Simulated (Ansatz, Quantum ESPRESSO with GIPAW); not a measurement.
# From a field gradient to a quadrupolar line: 39K in K2SbF5

A plane-wave PAW calculation (PBEsol, Ansatz) gives this electric field gradient, in 10²¹ V/m² and Cartesian axes, at one K site of K2SbF5 (atom 3; KF5; site symmetry m2m):

```
     -0.5530        0.0000        0.0000
      0.0000        1.7952        0.0000
      0.0000        0.0000       -1.2422
```

39K has spin 3/2, Q = 0.0603 barn and |γ|/2π = 1.9893 MHz/T. The cell is the Cmcm form of a database entry, atoms relaxed, static and at 0 K, with no spin-orbit coupling beside its heavy atoms. The PAW files were made for PBE.

**Task.** Find C_Q, η_Q and ν_Q, and the shift and width of the central transition under fast MAS at 14.1 T and 18.8 T.

1. The tensor is symmetric and traceless. Its eigenvalues, ordered by size, are V_xx = -0.5530, V_yy = -1.2422 and V_zz = 1.7952.

2. η_Q = (V_xx − V_yy)/V_zz = 0.384.

3. C_Q = eQV_zz/h. One unit of 10²¹ V/m² with one barn gives 24.18 MHz, so C_Q = 24.18 × 0.0603 × 1.7952 = 2.617 MHz. A spectrum shows its size, not its sign.

4. ν_Q = 3C_Q/[2I(2I−1)] = 1.309 MHz in size, and P_Q = |C_Q|√(1 + η²/3) = 2.681 MHz.

5. The resonances lie at ν0 = 28.05 and 37.40 MHz, so ν_Q/ν0 is 0.047 at most and second order holds. The centre of gravity moves by δ_Q = −(3/40)(P_Q/ν0)² F × 10⁶ ppm, with F = [I(I+1) − 3/4]/[I²(2I−1)²] = 0.3333: -228 ppm at 14.1 T and -128 ppm at 18.8 T.

6. Summing the second-order term over orientations gives a full width of 528 ppm (15 kHz) and 297 ppm (11 kHz). In ppm both fall as 1/B²: (14.1/18.8)² = 0.562. The spinning rate must pass the static width for this shape to show cleanly.

[Banner, clock, file and message-heading lines were taken out of the pw.x and gipaw.x logs.]

[Logs are printed without paths, hosts, clocks, repeated set-up lines and the standing remarks that a program may print on its own settings, such as how far it seeks lower states.]

[Hosts, paths, dates, database ids (printed as entryN), source tags and the programs' standing remarks are cut or masked in the printed files.]
